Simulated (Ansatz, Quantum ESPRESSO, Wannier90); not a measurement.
# Ballistic channels from Wannier functions: straight Au chain, spacing 2.42 Å, part 3 of 5

Aim: a Wannier model and the conductance steps that follow from it, for this wire: straight Au chain, spacing 2.42 Å.

Quantum ESPRESSO 7.5 and Wannier90 3.1.0; plane-wave DFT, PBE, GBRV ultrasoft pseudopotentials; cross-check by Ansatz 0.2.0 with PAW datasets.

So far. Step 2 (Self-consistent run): The run needed 8 iterations to bring the estimated error under 1e-07 Ry.

### Step 6. Wannier functions and transport

Level of this step: maximally localised Wannier functions and ballistic conductance; plane-wave DFT, PBE, GBRV ultrasoft pseudopotentials (Wannier90).

After disentangling and localising, transport_mode = bulk builds principal layers from hoppings within dist_cutoff and counts open channels.

wan.win reads:

```
num_wann = 6
num_bands = 17
num_iter = 200
num_print_cycles = 20
conv_tol = 1e-8
conv_window = 5
guiding_centres = true
dis_num_iter = 1500
dis_conv_tol = 1e-8
dis_win_min = -15.1039
dis_win_max = 4.8961
dis_froz_max = -2.6039
search_shells = 120
fermi_energy = -4.1039

transport = true
transport_mode = bulk
one_dim_axis = z
dist_cutoff = 16.83
dist_cutoff_mode = one_dim
tran_win_min = -4.0
tran_win_max = 2.0
tran_energy_step = 0.02

bands_plot = true
bands_num_points = 96
begin kpoint_path
G 0.0 0.0 0.0 Z 0.0 0.0 0.5
end kpoint_path

begin projections
Au:s;d
end projections

begin unit_cell_cart
ang
  8.0000000000 0.0000000000 0.0000000000
  0.0000000000 8.0000000000 0.0000000000
  0.0000000000 0.0000000000 2.4180000000
end unit_cell_cart

begin atoms_frac
  Au 0.0000000000 0.0000000000 0.0000000000
end atoms_frac

mp_grid = 1 1 14
begin kpoints
  0.0 0.0 0.0000000000
  0.0 0.0 0.0714285714
  0.0 0.0 0.1428571429
  0.0 0.0 0.2142857143
  0.0 0.0 0.2857142857
  0.0 0.0 0.3571428571
  0.0 0.0 0.4285714286
  0.0 0.0 0.5000000000
  0.0 0.0 0.5714285714
  0.0 0.0 0.6428571429
  0.0 0.0 0.7142857143
  0.0 0.0 0.7857142857
  0.0 0.0 0.8571428571
  0.0 0.0 0.9285714286
end kpoints
```

Launch:

```
> OMP_NUM_THREADS=1 wannier90.x wan > wan.run.log
```

Log:

```text
[banner, memory and clock lines left out]
+---------------------------------------------------+
             |                                                   |
             |                   WANNIER90                       |
             |                                                   |
             +---------------------------------------------------+
             |                                                   |
             |        Welcome to the Maximally-Localized         |
             |        Generalized Wannier Functions code         |
             |                             |
             |                                                   |
             |                                                   |
             |  Wannier90 Developer Group:                       |
             |    Giovanni Pizzi    (EPFL)                       |
             |    Valerio Vitale    (Cambridge)                  |
             |    David Vanderbilt  (Rutgers University)         |
             |    Nicola Marzari    (EPFL)                       |
             |    Ivo Souza         (Universidad del Pais Vasco) |
             |    Arash A. Mostofi  (Imperial College London)    |
             |    Jonathan R. Yates (University of Oxford)       |
             |                                                   |
             |  For the full list of Wannier90 3.x authors,      |
             |  please check the code documentation and the      |
             |  README on the GitHub page of the code            |
             |                                                   |
             |                                                   |
             |                                                   |
             |  [ref] "Wannier90 as a community code:            |
             |        new features and applications",            |
             |        165902 (2020).                             |
             |            |
             |                                                   |
             |  in any publications arising from the use of      |
             |                                                   |
             |  [ref] "Maximally Localized Generalised Wannier   |
             |         Functions for Composite Energy Bands"     |
             |         N. Marzari and D. Vanderbilt              |
             |         Phys. Rev. B 56 12847 (1997)              |
             |                                                   |
             |  [ref] "Maximally Localized Wannier Functions     |
             |         for Entangled Energy Bands"               |
             |         I. Souza, N. Marzari and D. Vanderbilt    |
             |         Phys. Rev. B 65 035109 (2001)             |
             |                                                   |
             |                                                   |
             | Copyright (c) 1996-2020                           |
             |        The Wannier90 Developer Group and          |
             |        individual contributors                    |
             |                                                   |
             |      Release: 3.1.0        5th March    2020      |
             |                                                   |
             | This program is free software; you can            |
             | redistribute it and/or modify it under the terms  |
             | of the GNU General Public License as published by |
             | the Free Software Foundation; either version 2 of |
             | the License, or (at your option) any later version|
             |                                                   |
             | This program is distributed in the hope that it   |
             | will be useful, but WITHOUT ANY WARRANTY; without |
             | even the implied warranty of MERCHANTABILITY or   |
             | FITNESS FOR A PARTICULAR PURPOSE. See the GNU     |
             | General Public License for more details.          |
             |                                                   |
             | You should have received a copy of the GNU General|
             | Public License along with this program; if not,   |
             | write to the Free Software Foundation, Inc.,      |
             | 675 Mass Ave, Cambridge, MA 02139, USA.           |
             |                                                   |
             +---------------------------------------------------+
[date or host left out]
             +---------------------------------------------------+

 ******************************************************************************
 * -> Using CODATA 2006 constant values                                       *
 *    (                      *
 * -> Using Bohr value from CODATA                                            *
 ******************************************************************************

 Running in serial (with parallel executable)

                                    ------
                                    SYSTEM
                                    ------

                              Lattice Vectors (Ang)
                    a_1     8.000000   0.000000   0.000000
                    a_2     0.000000   8.000000   0.000000
                    a_3     0.000000   0.000000   2.418000

                   Unit Cell Volume:     154.75200  (Ang^3)

                        Reciprocal-Space Vectors (Ang^-1)
                    b_1     0.785398   0.000000   0.000000
                    b_2     0.000000   0.785398   0.000000
                    b_3     0.000000   0.000000   2.598505

 *----------------------------------------------------------------------------*
 |   Site       Fractional Coordinate          Cartesian Coordinate (Ang)     |
 +----------------------------------------------------------------------------+
 | Au   1   0.00000   0.00000   0.00000   |    0.00000   0.00000   0.00000    |
 *----------------------------------------------------------------------------*
                                ------------
                                K-POINT GRID
                                ------------

             Grid size =  1 x  1 x 14      Total points =   14

 *---------------------------------- MAIN ------------------------------------*
 |  Number of Wannier Functions               :                 6             |
 |  Number of Objective Wannier Functions     :                 6             |
 |  Number of input Bloch states              :                17             |
 |  Output verbosity (1=low, 5=high)          :                 1             |
[...]
27       6.27308741       6.27308739       2.716E-09      0.00    <-- DIS
      28       6.27308740       6.27308739       1.358E-09      0.00    <-- DIS

             <<<      Delta < 1.000E-08  over  3 iterations     >>>
             <<< Disentanglement convergence criteria satisfied >>>

        Final Omega_I     6.27308739 (Ang^2)

 +----------------------------------------------------------------------------+

 Time to disentangle bands      0.004 (sec)

 Writing checkpoint file wan.chk... done

 *------------------------------- WANNIERISE ---------------------------------*
 +--------------------------------------------------------------------+<-- CONV
 | Iter  Delta Spread     RMS Gradient      Spread (Ang^2)      Time  |<-- CONV
 +--------------------------------------------------------------------+<-- CONV

 Initial State
  WF centre and spread    1  (  0.000000,  0.000000, -1.137897 )    10.93681617
  WF centre and spread    2  ( -0.000000, -0.000000, -0.051343 )     1.45213096
  WF centre and spread    3  (  0.000000,  0.000000,  0.000000 )     0.93110185
  WF centre and spread    4  ( -0.000000, -0.000000, -0.000000 )     0.93110185
  WF centre and spread    5  (  0.000000, -0.000000,  0.000000 )     0.76456085
  WF centre and spread    6  ( -0.000000,  0.000000, -0.000000 )     0.77514966
  Sum of centres and spreads ( -0.000000, -0.000000, -1.189240 )    15.79086135

      0     0.158E+02     0.0000000000       15.7908613513       0.00  <-- CONV
        O_D=      8.0805145 O_OD=      1.4372595 O_TOT=     15.7908614 <-- SPRD
 Cycle:      1
  WF centre and spread    1  ( -0.000000,  0.000000, -1.083771 )     5.83694415
  WF centre and spread    2  ( -0.000000, -0.000000, -0.103074 )     1.41271437
  WF centre and spread    3  (  0.000000,  0.000000,  0.000000 )     0.93110185
  WF centre and spread    4  ( -0.000000, -0.000000, -0.000000 )     0.93110185
  WF centre and spread    5  (  0.000000, -0.000000,  0.000000 )     0.76456085
  WF centre and spread    6  ( -0.000000,  0.000000, -0.000000 )     0.77514966
  Sum of centres and spreads ( -0.000000, -0.000000, -1.186845 )    10.65157273

      1    -0.514E+01     9.8502735044       10.6515727346       0.00  <-- CONV
        O_D=      3.1118092 O_OD=      1.2666761 O_TOT=     10.6515727 <-- SPRD
 Delta: O_D= -0.4968705E+01 O_OD= -0.1705834E+00 O_TOT= -0.5139289E+01 <-- DLTA
 Cycle:     20
  WF centre and spread    1  ( -0.000000, -0.000000, -1.208782 )     2.18972143
  WF centre and spread    2  ( -0.000000, -0.000000, -0.000177 )     1.02376602
  WF centre and spread    3  (  0.000000,  0.000000,  0.000000 )     0.93110185
  WF centre and spread    4  ( -0.000000, -0.000000, -0.000000 )     0.93110185
[...]
Sum of centres and spreads ( -0.000000, -0.000000, -1.208959 )     6.61540166

     20    -0.119E-03     0.0217586724        6.6154016630       0.02  <-- CONV
        O_D=      0.0000123 O_OD=      0.3423019 O_TOT=      6.6154017 <-- SPRD
 Delta: O_D= -0.1954540E-04 O_OD= -0.9966115E-04 O_TOT= -0.1192066E-03 <-- DLTA
 Cycle:     40
[...]
WF centre and spread    5  (  0.000000, -0.000000,  0.000000 )     0.76456085
  WF centre and spread    6  ( -0.000000,  0.000000, -0.000000 )     0.77514966
  Sum of centres and spreads ( -0.000000, -0.000000, -1.209000 )     6.61498601

     40    -0.183E-06     0.0014354431        6.6149860082       0.03  <-- CONV
        O_D=      0.0000000 O_OD=      0.3418986 O_TOT=      6.6149860 <-- SPRD
 Delta: O_D= -0.9405070E-07 O_OD= -0.8920017E-07 O_TOT= -0.1832509E-06 <-- DLTA

             <<<     Delta < 1.000E-08  over  5 iterations     >>>
             <<< Wannierisation convergence criteria satisfied >>>

 Final State
  WF centre and spread    1  ( -0.000000, -0.000000, -1.209000 )     2.18313762
  WF centre and spread    2  ( -0.000000, -0.000000, -0.000000 )     1.02993369
  WF centre and spread    3  (  0.000000,  0.000000,  0.000000 )     0.93110185
  WF centre and spread    4  ( -0.000000, -0.000000, -0.000000 )     0.93110185
  WF centre and spread    5  (  0.000000, -0.000000,  0.000000 )     0.76456085
  WF centre and spread    6  ( -0.000000,  0.000000, -0.000000 )     0.77514966
  Sum of centres and spreads ( -0.000000, -0.000000, -1.209000 )     6.61498552

         Spreads (Ang^2)       Omega I      =     6.273087388
        ================       Omega D      =     0.000000000
                               Omega OD     =     0.341898133
    Final Spread (Ang^2)       Omega Total  =     6.614985521
 Time for wannierise            0.030 (sec)

 Writing checkpoint file wan.chk... done

 *---------------------------------------------------------------------------*
 |                               PLOTTING                                    |
 *---------------------------------------------------------------------------*

 Translated centres
    translation centre in fractional coordinate:  0.000000  0.000000  0.000000
  WF centre     1  ( -0.000000, -0.000000, -1.209000 )
  WF centre     2  ( -0.000000, -0.000000, -0.000000 )
  WF centre     3  (  0.000000,  0.000000,  0.000000 )
  WF centre     4  ( -0.000000, -0.000000, -0.000000 )
  WF centre     5  (  0.000000, -0.000000,  0.000000 )
  WF centre     6  ( -0.000000,  0.000000, -0.000000 )

 Calculating interpolated band-structure

 Time to calculate interpolated band structure       0.006 (sec)

 Time for plotting              0.009 (sec)

 *---------------------------------------------------------------------------*
 |                              TRANSPORT                                    |
 *---------------------------------------------------------------------------*

 Calculation of Quantum Conductance and DoS: bulk mode

 Maximum imaginary part of the real-space Hamiltonian:     0.020457

     Maximum real part of the real-space Hamiltonian at each lattice point
            Lattice point R           Max |H_ij(R)|
                  -8                     0.000000
                  -7                     0.000604
                  -6                     0.030385
                  -5                     0.044006
                  -4                     0.076731
                  -3                     0.159919
                  -2                     0.431872
                  -1                     2.255549
                   0                     6.223547
                   1                     2.255549
                   2                     0.431872
                   3                     0.159919
                   4                     0.076731
                   5                     0.044006
                   6                     0.030385
                   7                     0.000604
                   8                     0.000000

 Number of unit cells inside the principal layer:     7
 Number of Wannier Functions inside the principal layer:    42

 Calculating quantum conductance and density of states... done

 Time for transport             1.876 (sec)
 Total Execution Time           1.958 (sec)

 *===========================================================================*
 |                             TIMING INFORMATION                            |
 *===========================================================================*
 |    Tag                                                Ncalls      Time (s)|
 |---------------------------------------------------------------------------|
 |kmesh: get                                        :         1         0.014|
 |overlap: allocate                                 :         1         0.000|
 |overlap: read                                     :         1         0.020|
 |dis: main                                         :         1         0.004|
 |wann: main                                        :         1         0.030|
 |plot: main                                        :         1         0.009|
 |tran: main                                        :         1         1.876|
 *---------------------------------------------------------------------------*

 All done: wannier90 exiting
[key lines of the parts left out:]
|  Fermi energy (eV)                         :            -4.104             |
```

The job ended after 2.8 s (1 MPI rank of AMD EPYC 7R43, shared host; peak memory 0.08 GiB).

Read from the output:

- lead channels at the Fermi level, one spin: 3.000
- total spread: 6.615 Å²
- gauge-invariant spread: 6.273 Å²
- largest misfit to plane-wave levels between mesh points, inside the frozen window: 0.02906 eV

Per spin. Quantum conductance of the perfect wire, open channels against energy, zero at the Fermi level:

```
energy (eV)  quantum conductance of the perfect wire, open channels
    -4.0000                                                       1
    -3.7600                                                    3.00
    -3.5000                                                       3
    -3.2600                                                       3
    -3.0000                                                       3
    -2.7600                                                       3
    -2.5000                                                       3
    -2.2600                                                       3
    -2.0000                                                       3
    -1.7600                                                    5.00
    -1.5000                                                    6.00
    -1.2600                                                    6.00
    -1.0200                                                       4
    -0.7600                                                       4
    -0.5000                                                       4
    -0.2600                                                    4.00
     0.0000                                                    3.00
     0.2400                                                       1
     0.5000                                                       1
     0.7400                                                       1
     1.0000                                                       1
     1.2400                                                       1
     1.5000                                                       1
     1.7400                                                       1
     2.0000                                                       1
```

Wannier functions:

```
no.  x (Å)  y (Å)   z (Å)  spread (Å²)
  1      0      0  -1.209        2.183
  2      0      0       0         1.03
  3      0      0       0       0.9311
  4      0      0       0       0.9311
  5      0      0       0       0.7646
  6      0      0       0       0.7752
```

The electronic bands at the labelled points (eV, zero at the Fermi level; # counts the bands kept):

```
  point     #3     #4     #5     #6
      Γ  -1.89  -1.54   0.04   0.04
halfway  -2.32  -1.50  -1.50  -0.46
      Z  -1.08  -1.08  -0.18   5.11
```

The electronic bands as a text plot (rows in eV):

```
    4.9 |                                                    ****
    4.4 |                                                  **
    3.9 |                                                **
    3.4 |                                               *
    3.0 |                                             **
    2.5 |                                           **
    2.0 |                                          *
    1.5 |                                       ***
    1.1 |                                     **
    0.6 |                                   **
    0.1 |******                         ****
   -0.3 |      *****                ****            *************
   -0.8 |           *****   ********            ****
   -1.3 |   ******************      *****************************
   -1.8 |***************************     ***
   -2.2 |                         **** **
   -2.7 |                            *******
   -3.2 |                         ***       *******
   -3.7 |                       **                 **************
   -4.1 |                     **
   -4.6 |                  ***
   -5.1 |              ****
   -5.6 |          ****
   -6.0 |**********
         Γ                                                      Z
```

Bands and channels are those of the Wannier model: bands that were not projected, and all outside the frozen window, are missing or only approximate.

### Step 7. Neighbour list from wannier90 -pp, with dis_num_iter = 10

How much does a setting matter? One run is repeated with a change.

wan_w.win, as its differences from the input of step 6:

```diff
@@ -7,3 +7,3 @@
 guiding_centres = true
-dis_num_iter = 1500
+dis_num_iter = 10
 dis_conv_tol = 1e-8
```

Launch:

```
> OMP_NUM_THREADS=1 wannier90.x -pp wan_w > wan_w.pp.log
```

Wall time 0.88 s (1 MPI rank); peak memory 0.08 GiB.

### Step 8. Overlaps and projections

The same post-processing, on the changed run.

wan_w.p2w.in reads:

```
&inputpp
  prefix = 'nscf'
  outdir = './out'
  seedname = 'wan_w'
  write_mmn = .true.
  write_amn = .true.
  write_unk = .false.
/
```

Launch:

```
> OMP_NUM_THREADS=1 mpirun -n 2 pw2wannier90.x -in wan_w.p2w.in > wan_w.p2w.out
```

Elapsed: 5.1 s, on 2 MPI ranks; peak memory 0.15 GiB; 9.5 s of CPU time.

(Part 3 of 5 ends here.)

[Logs are printed without paths, hosts, clocks, repeated set-up lines and the standing remarks that a program may print on its own settings, such as how far it seeks lower states.]

[Hosts, paths, dates, database ids (printed as entryN), source tags and the programs' standing remarks are cut or masked in the printed files.]

[Maps of the electrostatic potential energy from Ansatz leave out the sawtooth potential of an applied field or a dipole correction, so their vacuum need not be flat; planar profiles and work functions include it.]
